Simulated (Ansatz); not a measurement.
# RbSbS3 (model cell, started as cubic perovskite with Sb in the octahedra): a soft mode frozen in, part 2 of 3

Which phase does RbSbS3 (model cell, started as cubic perovskite with Sb in the octahedra) fall into along its unstable mode, and how much energy does it gain?

Ansatz 0.2.0; DFT PBEsol, scalar-relativistic, plane waves, PAW; PAW set soft_1.

So far, highest frequency on the path or at a solved wavevector (cm⁻¹): step 2 (the dispersion) 270. Also lowest frequency on the path (cm⁻¹): step 2 -126.

The structure was built from a prototype and need not be the compound's stable phase.

### Step 5. Energy along the mode, all amplitudes (two of the runs are shown above)

An imaginary frequency means negative curvature, so the energy should fall and then rise again as anharmonic terms take over.

This step gave:

```
depth at the lowest point sampled  : 13.10 meV/atom
largest atomic shift at that point : 0.45 Å
```

Table of energy from the parent by largest atomic shift:

```
largest atomic shift (Å)  energy from the parent (meV/atom)
                   0.000                                  0
                   0.040                             -0.326
                   0.080                              -1.23
                   0.140                              -3.24
                   0.220                              -6.30
                   0.320                              -9.89
                   0.450                              -13.1
                   0.600                              -7.66
```

Displacement at unit largest shift by atom:

```
atom  x (Å)  y (Å)  z (Å)  size
 Rb1   0.00   0.02  -0.06  0.06
 Rb2   0.00  -0.02   0.06  0.06
 Sb3   0.00   0.11  -0.04  0.12
 Sb4   0.00  -0.11   0.04  0.12
  S5   0.00   0.00   0.00  0.00
  S6   0.00   0.00   0.00  0.00
  S7   0.00   0.00   0.00  0.00
  S8   0.00   0.00   0.00  0.00
  S9   0.00  -0.93   0.37  1.00
 S10   0.00   0.93  -0.37  1.00
```

The lowest of the steps tried is at 0.45 Å, 13.1 meV/atom below the parent; the bottom of the well need not coincide with a step.

### Step 6. Relaxing from the distorted cell

Starting from the lowest point found, all atoms and the cell are let go, so that strain and other modes of the same symmetry can join in.

File input.yaml:

```yaml
crystal:
  lattice:
    - [-5.0714313962, 0.0, 0.0]
    - [0.0, -5.0714313962, -5.0714313962]
    - [0.0, -5.0714313962, 5.0714313962]
  atoms:
    - { symbol: Rb, position: [0.0, 0.5015725119, 0.4963061559] }
    - { symbol: Rb, position: [0.0, 0.9984274881, 1.0036938441] }
    - { symbol: Sb, position: [0.5, -0.0028227303, 0.4933693818] }
    - { symbol: Sb, position: [0.5, 0.5028227303, 0.0066306182] }
    - { symbol: S, position: [0.5, 0.75, 0.75] }
    - { symbol: S, position: [0.5, 0.25, 0.25] }
    - { symbol: S, position: [0.5, 0.75, 0.25] }
    - { symbol: S, position: [0.5, 0.25, 0.75] }
    - { symbol: S, position: [1.0, 0.0245762177, 0.5577297501] }
    - { symbol: S, position: [1.0, 0.4754237823, -0.0577297501] }
kpoints:
  mp_grid: { grid: [8, 6, 6] }
hamiltonian:
  xc: pbesol
  pseudopotentials: { kind: paw, azcp: { folder: soft_1 }, xc_functional: pbe }
scf:
  occupations: { method: methfessel_paxton, width: 0.2 }
output:
  forces: true
  stress: true
  eigenvalues: true
relax:
  adjacent_minimum: "off"
  f_tol: 0.002
  max_steps: 120
  cell: { stress_tol: 0.03 }
```

On the command line:

```
$ ansatz run input.yaml --threads 8 --pin off --max-ram 16384MiB --backend cpu --events-out ev --progress --plain --runs-dir out
```

Numbers of over 12 decimals in the logs are rounded to 6 here.

What it wrote:

```text
[...]
Crystal: 10 atoms, lattice volume = 260.869 Å³
Basis set: ecut = 420 eV, 5061 PW (Γ), exchange–correlation on 72×96×96 points (8 copies of the dense FFT grid, shifted against one another)
Bands: 52, of which v1, the nominal top of the filled ones, is band 42 counted from 1 (41 counted from 0)
Symmetry: 4 space group operations
[...]
k-points: 100 of 288
[...]
SCF iter   1: F=—  HF=-24565.869550 eV  |F-HF|=—  |Δ(HF+E_count)|=         —  Δρ=3.36e-2  dr2=7.91e0  ethr=3.10e-3  ⟨swp⟩=11.0  Hψ=26939  notcnv=0
[...]
SCF iter  11: F=-24562.774378 eV  HF=-24562.774378 eV  |F-HF|=2.11e-9  |Δ(HF+E_count)|=   6.18e-8  S|Δr|=    0.00e0  Δρ=1.59e-6  dr2=1.89e-8  ethr=1.19e-10  ⟨swp⟩=19.0  Hψ=32296  notcnv=0
SCF 1 converged in 11 iterations: F = -24562.774378 eV  dr2 = 1.89e-8
[...]
relax step   1: F+E_penalty+E_count = -24562.77437825 eV  Δ(F+E_penalty+E_count) = +0.000e0 eV  max|allowed force component| = 1.832e-1 eV/Å  Δτ_max = 0.0000 Å  P = -0.201 GPa  Ω = 260.869 Å³  (11 SCF iters, dr2 threshold 1.00e-7 eV, accepted)
Crystal: 10 atoms, lattice volume = 257.841 Å³
Basis set: ecut = 420 eV, 5033 PW (Γ), exchange–correlation on 72×96×96 points (8 copies of the dense FFT grid, shifted against one another)
[...]
SCF iter   8: F=-24562.892072 eV  HF=-24562.892072 eV  |F-HF|=6.06e-8  |Δ(HF+E_count)|=   8.16e-7  S|Δr|=    0.00e0  Δρ=1.14e-5  dr2=8.83e-7  ethr=1.19e-9  ⟨swp⟩=10.3  Hψ=30683  notcnv=0
SCF 2 converged in 8 iterations: F = -24562.892072 eV  dr2 = 8.83e-7
relax step   2: F+E_penalty+E_count = -24562.89207210 eV  Δ(F+E_penalty+E_count) = -1.177e-1 eV  max|allowed force component| = 1.079e-1 eV/Å  Δτ_max = 0.1090 Å  P = +0.090 GPa  Ω = 257.841 Å³  energy of the carried Pulay correction = +2.991e-4 eV  (8 SCF iters, dr2 threshold 1.00e-6 eV, accepted)
Crystal: 10 atoms, lattice volume = 256.402 Å³
Basis set: ecut = 420 eV, 4985 PW (Γ), exchange–correlation on 72×96×96 points (8 copies of the dense FFT grid, shifted against one another)
[...]
SCF iter   9: F=-24562.910933 eV  HF=-24562.910933 eV  |F-HF|=8.17e-9  |Δ(HF+E_count)|=   3.74e-7  S|Δr|=    0.00e0  Δρ=4.60e-6  dr2=1.28e-7  ethr=8.66e-10  ⟨swp⟩=12.2  Hψ=27972  notcnv=0
SCF 3 converged in 9 iterations: F = -24562.910933 eV  dr2 = 1.28e-7
relax step   3: F+E_penalty+E_count = -24562.91093336 eV  Δ(F+E_penalty+E_count) = -1.886e-2 eV  max|allowed force component| = 1.004e-1 eV/Å  Δτ_max = 0.1893 Å  P = +0.047 GPa  Ω = 256.402 Å³  energy of the carried Pulay correction = +4.425e-4 eV  (9 SCF iters, dr2 threshold 7.27e-7 eV, accepted)
[... from here on, the SCF cycles and remarks between the steps are left out ...]
relax step   4: F+E_penalty+E_count = -24562.92173627 eV  Δ(F+E_penalty+E_count) = -1.080e-2 eV  max|allowed force component| = 4.297e-2 eV/Å  Δτ_max = 0.0641 Å  P = -0.086 GPa  Ω = 257.561 Å³  energy of the carried Pulay correction = +3.270e-4 eV  (7 SCF iters, dr2 threshold 6.30e-7 eV, accepted)
relax step   5: F+E_penalty+E_count = -24562.92320899 eV  Δ(F+E_penalty+E_count) = -1.473e-3 eV  max|allowed force component| = 2.100e-2 eV/Å  Δτ_max = 0.0173 Å  P = -0.001 GPa  Ω = 257.111 Å³  energy of the carried Pulay correction = +3.718e-4 eV  (7 SCF iters, dr2 threshold 1.15e-7 eV, accepted)
relax step   6: F+E_penalty+E_count = -24562.92650718 eV  Δ(F+E_penalty+E_count) = -3.298e-3 eV  max|allowed force component| = 1.004e-2 eV/Å  Δτ_max = 0.0846 Å  P = +0.002 GPa  Ω = 256.855 Å³  energy of the carried Pulay correction = +3.974e-4 eV  (8 SCF iters, dr2 threshold 2.76e-8 eV, accepted)
relax step   7: F+E_penalty+E_count = -24562.92259085 eV  Δ(F+E_penalty+E_count) = +3.916e-3 eV  max|allowed force component| = 7.901e-2 eV/Å  Δτ_max = 0.1560 Å  P = -0.001 GPa  Ω = 256.306 Å³  energy of the carried Pulay correction = +4.522e-4 eV  (10 SCF iters, dr2 threshold 6.30e-9 eV, rejected (line search))
relax step   8: F+E_penalty+E_count = -24562.92715289 eV  Δ(F+E_penalty+E_count) = -6.457e-4 eV  max|allowed force component| = 3.474e-2 eV/Å  Δτ_max = 0.0490 Å  P = -0.020 GPa  Ω = 256.821 Å³  energy of the carried Pulay correction = +4.008e-4 eV  (11 SCF iters, accepted)
relax step   9: F+E_penalty+E_count = -24562.92764530 eV  Δ(F+E_penalty+E_count) = -4.924e-4 eV  max|allowed force component| = 4.698e-3 eV/Å  Δτ_max = 0.0226 Å  P = -0.005 GPa  Ω = 256.640 Å³  energy of the carried Pulay correction = +4.188e-4 eV  (7 SCF iters, dr2 threshold 7.54e-8 eV, accepted)
relax step  10: F+E_penalty+E_count = -24562.92767006 eV  Δ(F+E_penalty+E_count) = -2.476e-5 eV  max|allowed force component| = 6.346e-4 eV/Å  Δτ_max = 0.0057 Å  P = -0.005 GPa  Ω = 256.712 Å³  energy of the carried Pulay correction = +4.116e-4 eV  (8 SCF iters, dr2 threshold 1.38e-9 eV, accepted)
Basis set: ecut = 420 eV, 5029 PW (Γ), exchange–correlation on 72×100×100 points (8 copies of the dense FFT grid, shifted against one another)
[...]
SCF iter   6: F=-24562.927427 eV  HF=-24562.927427 eV  |F-HF|=7.28e-12  |Δ(HF+E_count)|=  3.64e-12  S|Δr|=    0.00e0  Δρ=2.99e-8  dr2=4.44e-12  ethr=1.00e-12  ⟨swp⟩=4.7  Hψ=17294  notcnv=0
SCF 11 converged in 6 iterations: F = -24562.927427 eV  dr2 = 4.44e-12
relax step  11: F+E_penalty+E_count = -24562.92742661 eV  Δ(F+E_penalty+E_count) = +2.435e-4 eV  max|allowed force component| = 6.185e-4 eV/Å  Δτ_max = 0.0000 Å  P = -0.006 GPa  Ω = 256.712 Å³  stress off target by 1.21e-2 GPa  SCF on the basis re-selected at this cell (its energy is not comparable with the rows above)  (6 SCF iters)
basis re-selected at this cell: Δ(F+E_penalty+E_count) = +2.435e-4 eV, ΔP = -0.000 GPa vs the last step (what re-selecting the basis moved, of the pressure what is left beyond the Pulay correction that the steps carried, after the strain that the cell walked since its last selection, with what the two solves' SCF thresholds leave and, on support functions, any second-order correction that the steps lacked; it is no measure of the basis error at this ecutwfc). The dense FFT grid was sized anew with the basis: this SCF ran on 36×50×50 points, the steps before it on 36×48×48, so part of this shift can come from that change (see relax.cell in the input reference). [rest of the remark cut]
SCF converged after 6 iterations
[...]
Free energy (F): -24562.927427 eV
[...]
Internal energy: -24562.919371 eV  (E = F + TS)
E sigma→0 (E₀):  -24562.925413 eV
Entropy (-TS):   -0.008056 eV (-0.806 meV/atom)
Fermi energy:    5.688221 eV
[...]
--- Forces (eV/Å), atoms counted from 1 ---
  atom   1  Rb     0.00000000    -0.00000808    -0.00051002
  atom   2  Rb     0.00000000     0.00000808     0.00051002
  atom   3  Sb     0.00000000    -0.00061851    -0.00006912
  atom   4  Sb     0.00000000     0.00061851     0.00006912
  atom   5  S      0.00000000     0.00000000     0.00000000
  atom   6  S      0.00000000     0.00000000     0.00000000
  atom   7  S      0.00000000     0.00000000     0.00000000
  atom   8  S      0.00000000     0.00000000     0.00000000
  atom   9  S      0.00000000     0.00039236     0.00016359
  atom  10  S      0.00000000    -0.00039236    -0.00016359
  max |Σ_I F_I| component: 2.71e-20 eV/Å
--- Stress (GPa, compression-positive) ---
       -0.012106       0.000000       0.000000
        0.000000      -0.004794      -0.000262
        0.000000      -0.000262       0.000136
  P = ⅓ Tr σ = -0.0056 GPa (-0.056 kbar)
--- Band table (eV; the first three rows and the last of 100) ---
  k-point 0: bands = [... 38 lower, 4.9228, 5.0487, 5.2257, 5.5144, 5.9135, 6.8305, 7.6536, 7.8716, ... 6 higher]
  k-point 1: bands = [... 38 lower, 4.9392, 5.0294, 5.2139, 5.4486, 5.7793, 6.5747, 7.7657, 8.6848, ... 6 higher]
  k-point 2: bands = [... 38 lower, 4.9696, 5.0716, 5.2598, 5.2820, 5.5678, 6.0280, 8.7579, 9.7326, ... 6 higher]
  k-point 99: bands = [... 38 lower, 4.8620, 4.8717, 5.6609, 5.7947, 6.6903, 6.8783, 7.7489, 8.5809, ... 6 higher]
--- Relaxed structure (10 steps of the walk, 9 accepted, 1 SCFs on fresh bases) ---
  F+E_penalty+E_count = -24562.92742661 eV   max|allowed force component| = 6.185e-4 eV/Å   (the final SCF, on the basis selected at the relaxed cell)
  cell:  # Å, volume = 256.7115 Å³
    - [-4.842485, 0.0, 0.0]
    - [0.0, -5.145548, -5.151956]
    - [0.0, -5.144876, 5.151284]
  atoms:
    - { symbol: Rb, position: [0, 0.516851, 0.483208] }
    - { symbol: Rb, position: [0, 0.983149, 1.016792] }
    - { symbol: Sb, position: [0.500000, -0.0037198, 0.496300] }
    - { symbol: Sb, position: [0.500000, 0.503720, 0.00370043] }
    - { symbol: S, position: [0.500000, 0.750000, 0.750000] }
    - { symbol: S, position: [0.500000, 0.250000, 0.250000] }
    - { symbol: S, position: [0.500000, 0.750000, 0.250000] }
    - { symbol: S, position: [0.500000, 0.250000, 0.750000] }
    - { symbol: S, position: [1.000000, 0.071631, 0.571474] }
    - { symbol: S, position: [1.000000, 0.428369, -0.071474] }
```

The job ended after 1.8 min (8 threads of Arm Neoverse V2, shared host; peak memory 1.5 GiB; 14 min of CPU time).

Relaxation path:

```
step  energy less that of the first step (eV)  largest force component (eV/Å)  pressure (GPa)  volume (Å³)
   1                                   0.0000                          0.1832           -0.20       260.87
   2                                  -0.1177                          0.1079            0.09       257.84
   3                                  -0.1366                          0.1004            0.05       256.40
   4                                  -0.1474                          0.0430           -0.09       257.56
   5                                  -0.1488                          0.0210            0.00       257.11
   6                                  -0.1521                          0.0100            0.00       256.85
   7                                  -0.1482                          0.0790            0.00       256.31
   8                                  -0.1528                          0.0347           -0.02       256.82
   9                                  -0.1533                          0.0047            0.00       256.64
  10                                  -0.1533                          0.0006           -0.01       256.71
 11*                                  -0.1530                          0.0006           -0.01       256.71
```

Relaxation steps marked * repeat the geometry before them on a plane-wave basis chosen anew for their cell, so energy and pressure can jump there. Relaxation step 7 was tried and not accepted.

Forces are held to the 4 operations that the run works with; a distortion that breaks them can't arise in this run.

```
     cell as run  before  after  change
           a (Å)   5.071  4.842  -4.5 %
           b (Å)   7.172  7.281  +1.5 %
           c (Å)   7.172  7.280  +1.5 %
           α (°)   90.00  90.07  +0.1 %
volume (Å³/atom)   26.09  25.67  -1.6 %
```

The atoms that moved most (Å, as changes of fractional coordinates times the final cell):

```
atom     dx      dy      dz  length
  S9  0.000  -0.313  -0.172   0.357
 S10  0.000   0.313   0.172   0.357
 Rb2  0.000   0.011   0.146   0.147
 Rb1  0.000  -0.011  -0.146   0.147
 Sb4  0.000   0.010  -0.020   0.022
 Sb3  0.000  -0.010   0.020   0.022
```

Numbers from this step:

```
pressure        : -0.005588 GPa
volume per atom : 25.67 Å³
```

The distorted start has space group P2/m; the relaxation ends in Cmmm.

### Step 7. The new phase in its own primitive cell

The relaxed structure is symmetrised, reduced to its primitive cell and relaxed tightly, as its phonons need.

input.yaml, the sections that differ from step 6:

```yaml
crystal:
  lattice:
    - [5.1452122847, -5.1516197456, 0.0]
    - [5.1452122847, 5.1516197456, 0.0]
    - [0.0, 0.0, 4.842484669]
  atoms:
    - { symbol: Rb, position: [0.2331492145, 0.7668507855, 0.0] }
    - { symbol: Rb, position: [0.7668507855, 0.2331492145, 0.0] }
    - { symbol: Sb, position: [0.7537393367, 0.7537393367, 0.5] }
    - { symbol: Sb, position: [0.2462606633, 0.2462606633, 0.5] }
    - { symbol: S, position: [0.0, 0.5, 0.5] }
    - { symbol: S, position: [0.5, 0.0, 0.5] }
    - { symbol: S, position: [0.0, 0.0, 0.5] }
    - { symbol: S, position: [0.5, 0.5, 0.5] }
    - { symbol: S, position: [0.6784768957, 0.6784768957, 0.0] }
    - { symbol: S, position: [0.3215231043, 0.3215231043, 0.0] }
kpoints:
  mp_grid: { grid: [6, 6, 8] }
relax:
  adjacent_minimum: "off"
  f_tol: 0.001
  max_steps: 60
  cell: { stress_tol: 0.01 }
# hamiltonian, scf, output: as in step 6
```

What it wrote:

```text
[...]
Crystal: 10 atoms, lattice volume = 256.712 Å³
Basis set: ecut = 420 eV, 5029 PW (Γ), exchange–correlation on 100×100×72 points (8 copies of the dense FFT grid, shifted against one another)
Bands: 52, of which v1, the nominal top of the filled ones, is band 42 counted from 1 (41 counted from 0)
Symmetry: 8 space group operations
[...]
k-points: 65 of 288
[...]
- { symbol: Sb, position: [0.753702, 0.753702, 0.500000] }
    - { symbol: Sb, position: [0.246298, 0.246298, 0.500000] }
    - { symbol: S, position: [2.7755575615628914e-17, 0.5, 0.500000] }
    - { symbol: S, position: [0.5, 2.7755575615628914e-17, 0.500000] }
    - { symbol: S, position: [0, 0, 0.500000] }
    - { symbol: S, position: [0.5, 0.5, 0.500000] }
    - { symbol: S, position: [0.678436, 0.678436, 0.0] }
    - { symbol: S, position: [0.321564, 0.321564, 0.0] }
[key lines of the parts left out:]
SCF converged after 6 iterations
Free energy (F): -24562.927429 eV
Fermi energy:    5.689796 eV
P = ⅓ Tr σ = 0.0006 GPa (0.006 kbar)
```

Run time: 21 s. Hardware: 8 threads; peak memory 1.3 GiB.

Little changed from the start: no atom moved by 0.005 Å and no cell edge by 0.1 %.

Numbers from this step:

```yaml
pressure: 6.02e-4 GPa
```

The largest force component left is 0.95 meV/Å and the pressure is 0.001 GPa, within the tolerances set. The cell now holds 25.67 Å³/atom.

(Continued in part 3 of 3.)

[Logs are printed without paths, hosts, clocks, repeated set-up lines and the standing remarks that a program may print on its own settings, such as how far it seeks lower states.]

[Hosts, paths, dates, database ids (printed as entryN), source tags and the programs' standing remarks are cut or masked in the printed files.]
